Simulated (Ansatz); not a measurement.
# Al(111) with 4 thermally displaced layers, 2x2: scattering by thermal displacements, part 2 of 2

Aim: the resistivity of Al at 180 K from frozen thermal displacements between perfect leads.

Ansatz 0.2.0; Ansatz plane-wave DFT, PBE, PAW files; ballistic transport by layer matching (Landauer), zero bias; PAW set soft_1.

So far, open channels per spin nearest the Fermi level: step 2 (with 4 displaced layers) 5.41.

### Step 4. With 12 displaced layers

Each atom of 12 layers is moved at random, by amounts drawn from a normal law 0.078 Å wide in each direction from the Debye model (428 K) at 180 K. A fresh draw is used; the growth of the resistance with length is what counts.

System of this step: Al(111) with 12 thermally displaced layers, 2x2. The cell holds 72 atoms: 72 Al. Cell: a = 5.725 Å, b = 5.725 Å, c = 42.068 Å, α = 90.0°, β = 90.0°, γ = 120.0°. It derives from Al. Regions: lead, 24 atoms (24 Al); scattering region, 48 atoms (48 Al). The structure is stacked along c, and the current runs across the ab planes.

Contents of input.yaml:

```yaml
crystal:
  lattice:
    - [5.7246940741, 0.0, 0.0]
    - [-2.862347037, 4.957730497, 0.0]
    - [0.0, 0.0, 42.0677382451]
  atoms:
    - { symbol: Al, position: [0.0, 0.0, 0.0277777778] }
    - { symbol: Al, position: [0.0, 0.5, 0.0277777778] }
    - { symbol: Al, position: [0.5, 0.0, 0.0277777778] }
    - { symbol: Al, position: [0.5, 0.5, 0.0277777778] }
    - { symbol: Al, position: [0.1666666667, 0.3333333333, 0.0833333333] }
    - { symbol: Al, position: [0.1666666667, 0.8333333333, 0.0833333333] }
    - { symbol: Al, position: [0.6666666667, 0.3333333333, 0.0833333333] }
    - { symbol: Al, position: [0.6666666667, 0.8333333333, 0.0833333333] }
    - { symbol: Al, position: [0.3333333333, 0.1666666667, 0.1388888889] }
    - { symbol: Al, position: [0.3333333333, 0.6666666667, 0.1388888889] }
    - { symbol: Al, position: [0.8333333333, 0.1666666667, 0.1388888889] }
    - { symbol: Al, position: [0.8333333333, 0.6666666667, 0.1388888889] }
    - { symbol: Al, position: [0.9918093201, 0.998542994, 0.1949111689] }
    - { symbol: Al, position: [0.9802415323, 0.4697218724, 0.1943103641] }
    - { symbol: Al, position: [0.5116063198, 0.0170692846, 0.1955163459] }
    - { symbol: Al, position: [0.4855316546, 0.488607998, 0.1981739773] }
    - { symbol: Al, position: [0.1913934882, 0.3621595861, 0.2539499866] }
    - { symbol: Al, position: [0.1585474132, 0.8393973438, 0.2508498712] }
    - { symbol: Al, position: [0.678559394, 0.3418626939, 0.2503747987] }
    - { symbol: Al, position: [0.6572157896, 0.8096844847, 0.2496931911] }
    - { symbol: Al, position: [0.3241348516, 0.1686512389, 0.3046882864] }
    - { symbol: Al, position: [0.3482103491, 0.6795586455, 0.3061281606] }
    - { symbol: Al, position: [0.8383744809, 0.1681296165, 0.3047249184] }
    - { symbol: Al, position: [0.8271903726, 0.6588653627, 0.3062752475] }
    - { symbol: Al, position: [0.0047670442, 0.0091493298, 0.3586465515] }
    - { symbol: Al, position: [0.0060989791, 0.4879954153, 0.3597490635] }
    - { symbol: Al, position: [0.4928749214, 0.9911325142, 0.3616511302] }
    - { symbol: Al, position: [0.4837569776, 0.4831667796, 0.3595421997] }
    - { symbol: Al, position: [0.1848985533, 0.3340299447, 0.4145009709] }
    - { symbol: Al, position: [0.1545358195, 0.808843255, 0.4199862008] }
    - { symbol: Al, position: [0.649654283, 0.3408687414, 0.4176750583] }
    - { symbol: Al, position: [0.6492648076, 0.8380595857, 0.4185163585] }
    - { symbol: Al, position: [0.3417609839, 0.1707749759, 0.4739827373] }
    - { symbol: Al, position: [0.3381742264, 0.6719618886, 0.4719871802] }
    - { symbol: Al, position: [0.83453691, 0.1518495937, 0.4736908936] }
    - { symbol: Al, position: [0.8178623323, 0.6495001459, 0.4728997362] }
    - { symbol: Al, position: [0.0306448422, 0.0151364947, 0.5268212796] }
    - { symbol: Al, position: [0.0059406673, 0.4928508997, 0.5275477294] }
    - { symbol: Al, position: [0.4829842371, 0.9635277571, 0.5281332112] }
    - { symbol: Al, position: [0.4804770362, 0.4890231781, 0.5250428757] }
    - { symbol: Al, position: [0.1385712016, 0.3184866659, 0.5848647647] }
    - { symbol: Al, position: [0.1891780353, 0.8329366134, 0.5853585373] }
    - { symbol: Al, position: [0.6480214516, 0.3032395179, 0.5836114193] }
    - { symbol: Al, position: [0.6693681356, 0.8265870515, 0.5838939404] }
    - { symbol: Al, position: [0.334342946, 0.1530769191, 0.6361494539] }
    - { symbol: Al, position: [0.3286564173, 0.6633446441, 0.6382347207] }
    - { symbol: Al, position: [0.8603705422, 0.1938268594, 0.6381160347] }
    - { symbol: Al, position: [0.8502647952, 0.681476609, 0.6402117495] }
    - { symbol: Al, position: [0.0112149495, 0.9938734296, 0.695816739] }
    - { symbol: Al, position: [0.033920329, 0.5126494282, 0.6932945804] }
    - { symbol: Al, position: [0.5182184221, 0.0198694453, 0.695128891] }
    - { symbol: Al, position: [0.5044640997, 0.5242875744, 0.6921262046] }
    - { symbol: Al, position: [0.1734015299, 0.3330787352, 0.7477858246] }
    - { symbol: Al, position: [0.1860267435, 0.8388089682, 0.7478356623] }
    - { symbol: Al, position: [0.6714721732, 0.3265400863, 0.7464704462] }
    - { symbol: Al, position: [0.6593503404, 0.8374815453, 0.7511791891] }
    - { symbol: Al, position: [0.3359455816, 0.1673775489, 0.8064273577] }
    - { symbol: Al, position: [0.3397199651, 0.6851915401, 0.8058312765] }
    - { symbol: Al, position: [0.8415957617, 0.1751786627, 0.8035945734] }
    - { symbol: Al, position: [0.8356955593, 0.6907259928, 0.8061775322] }
    - { symbol: Al, position: [0.0, 0.0, 0.8611111111] }
    - { symbol: Al, position: [0.0, 0.5, 0.8611111111] }
    - { symbol: Al, position: [0.5, 0.0, 0.8611111111] }
    - { symbol: Al, position: [0.5, 0.5, 0.8611111111] }
    - { symbol: Al, position: [0.1666666667, 0.3333333333, 0.9166666667] }
    - { symbol: Al, position: [0.1666666667, 0.8333333333, 0.9166666667] }
    - { symbol: Al, position: [0.6666666667, 0.3333333333, 0.9166666667] }
    - { symbol: Al, position: [0.6666666667, 0.8333333333, 0.9166666667] }
    - { symbol: Al, position: [0.3333333333, 0.1666666667, 0.9722222222] }
    - { symbol: Al, position: [0.3333333333, 0.6666666667, 0.9722222222] }
    - { symbol: Al, position: [0.8333333333, 0.1666666667, 0.9722222222] }
    - { symbol: Al, position: [0.8333333333, 0.6666666667, 0.9722222222] }
kpoints:
  mp_grid: { grid: [5, 5, 1] }
hamiltonian:
  xc: pbe
  pseudopotentials: { kind: paw, azcp: { folder: soft_1 } }
scf:
  occupations: { method: fermi_dirac, width: 0.1 }
output:
  transmission:
    leads: [[0, 4]]
    kmesh: [10, 10]
    e_range: [-0.05, 0.05]
    de: 0.05
  write_potential: true
  write_density: true
  volumetric_format: npy
```

On the command line:

```sh
$ ansatz run input.yaml --threads 4 --pin off --max-ram 15360MiB --backend cpu --events-out ev --progress --plain --runs-dir out
```

Numbers of over 12 decimals in the logs are rounded to 6 here.

Output:

```text
[...]
Crystal: 72 atoms, lattice volume = 1193.945 Å³
Basis set: ecut = 420 eV, 23469 PW (Γ)
Bands: 180, of which v1, the nominal top of the filled ones, is band 108 counted from 1 (107 counted from 0)
Symmetry: 1 space group operations
[...]
k-points: 13 of 25 (time reversal used)
[...]
SCF iter   1: F=—  HF=-38701.509786 eV  |F-HF|=—  |Δ(HF+E_count)|=         —  Δρ=2.34e-2  dr2=1.10e1  ethr=3.10e-3  ⟨swp⟩=6.3  Hψ=10680  notcnv=0  defer=96
[...]
SCF iter   7: F=-38698.603045 eV  HF=-38698.603045 eV  |F-HF|=3.24e-8  |Δ(HF+E_count)|=   1.51e-8  Δρ=1.31e-6  dr2=5.09e-8  ethr=4.63e-11  ⟨swp⟩=12.8  Hψ=10472  notcnv=0
SCF 1 converged in 7 iterations: F = -38698.603045 eV  dr2 = 5.09e-8
[...]
transmission: 273 of 2704 steps passed
transmission: 549 of 2704 steps passed
[...]
transmission: 2704 of 2704 steps passed
SCF converged after 7 iterations
Free energy (F): -38698.603045 eV
[...]
Internal energy: -38697.381265 eV  (E = F + TS)
E sigma→0 (E₀):  -38697.992155 eV
Entropy (-TS):   -1.221779 eV (-16.969 meV/atom)
Fermi energy:    7.953868 eV
[...]
--- Band table (eV; the first three rows and the last of 13) ---
  k-point 0: bands = [... 104 lower, 6.6066, 6.6321, 6.6557, 6.8275, 6.8411, 6.8493, 6.8729, 6.8876, ... 68 higher]
  k-point 1: bands = [... 104 lower, 6.9235, 6.9615, 7.1131, 7.1493, 7.1779, 7.1895, 7.2526, 7.4314, ... 68 higher]
  k-point 2: bands = [... 104 lower, 7.9987, 8.0431, 8.0682, 8.0887, 8.1092, 8.1219, 8.1517, 8.1762, ... 68 higher]
  k-point 12: bands = [... 104 lower, 7.7309, 7.8843, 7.9248, 7.9691, 7.9794, 8.0035, 8.0227, 8.0527, ... 68 higher]
--- Transmission ---
  basis      : 253 plane waves across, 52 finite elements along
  points     : 52, standing for a mesh of 10 x 10
[...]
channels       : 5.590000e0 a spin
[...]
junction   : crystal 0 to crystal 0, 0.70 to 40.43 Å
    transmission   : 4.878787e0 a spin
[...]
```

Run time: 5.3 min. Hardware: 4 threads of Intel Xeon 6975P-C (Granite Rapids), shared host; peak memory 4.9 GiB; 17 min of CPU time.

Numbers from this step:

* free energy: -38698.6030 eV
* energy at zero smearing: -38697.9922 eV
* Fermi energy: 7.954 eV
* transmission per spin nearest the Fermi level: 4.879
* open channels per spin nearest the Fermi level: 5.59
* step of the lead's potential: 3.3 meV

Per spin. The transmission, zone mean by energy, zero at the Fermi level:

```tsv
energy (eV)	transmission, zone mean
-0.0500	4.71
0.0000	4.88
0.0500	4.89
```

Over the solved energies the transmission per spin lies between 4.71 and 4.89, out of 5.49 channels of the lead on average (up to 5.59).

### Step 5. Resistance against length

This step: Ansatz plane-wave DFT, PBE, PAW files; ballistic transport by layer matching (Landauer), zero bias; resistivity from the slope of the area resistance; PAW set soft_1 (Ansatz 0.2.0).

Numbers from this step:

```yaml
resistivity: 3.474 µΩ cm
intercept: -0.003958 fΩ m²
scatter_about_the_fit: 0.002984 fΩ m²
```

Resistance, by row:

```tsv
run	length (Å)	T	channels N	RA (fΩ m²)
n4	9.348	5.225	5.43	0.02641
n8	18.7	4.957	5.437	0.06522
n12	28.05	4.829	5.49	0.09137
```

The area resistance by length of the displaced region:

```tsv
length of the displaced region (Å)	area resistance (fΩ m²)
9.35	0.0264
18.70	0.0652
28.05	0.0914
```

The area resistance goes from 0.026 to 0.091 fΩ m² between 9.3 and 28.0 Å, a slope of 3.5 µΩ cm.

By hand from the end points: (0.09137 − 0.02641) fΩ m² / (28.05 − 9.35) Å = 3.5 µΩ cm, since 1 fΩ m² per Å is 1000 µΩ cm.

### Step 6. What came out

```json
{"resistivity from the slope": "3.47 µΩ cm", "area resistance over 9.35 Å": "0.0264 fΩ m²", "area resistance over 18.7 Å": "0.0652 fΩ m²", "area resistance over 28.0 Å": "0.0914 fΩ m²"}
```

What this shows: The slope gives 3.5 µΩ cm. The points scatter by 0.0030 fΩ m² about the line, with one random draw a length in a 2x2 cell, so the slope is a rough value. The mean square of the displacements drawn is 0.75, 0.94 and 0.81 of the nominal one at the three lengths; with each resistance scaled back by that, the slope is 4.2 µΩ cm, the value used below. The lead's own channel count moves between the runs (5.43, 5.44 and 5.49), which shifts RA and the slope too. Read with a model of isotropic scattering on a spherical Fermi surface and the lead's 1.5×10¹⁵ S/m², this slope means a mean free path near 140 Å; over these lengths the model's slope is 1.15 times its bulk resistivity, which would be 3.6 µΩ cm. Uncorrelated displacements put too much weight on short waves, which scatter strongly; with the sideways repeat of a small cell, one draw and three short lengths, the method is good to a factor of two or three.

[Logs are printed without paths, hosts, clocks, repeated set-up lines and the standing remarks that a program may print on its own settings, such as how far it seeks lower states.]

[Hosts, paths, dates, database ids (printed as entryN), source tags and the programs' standing remarks are cut or masked in the printed files.]
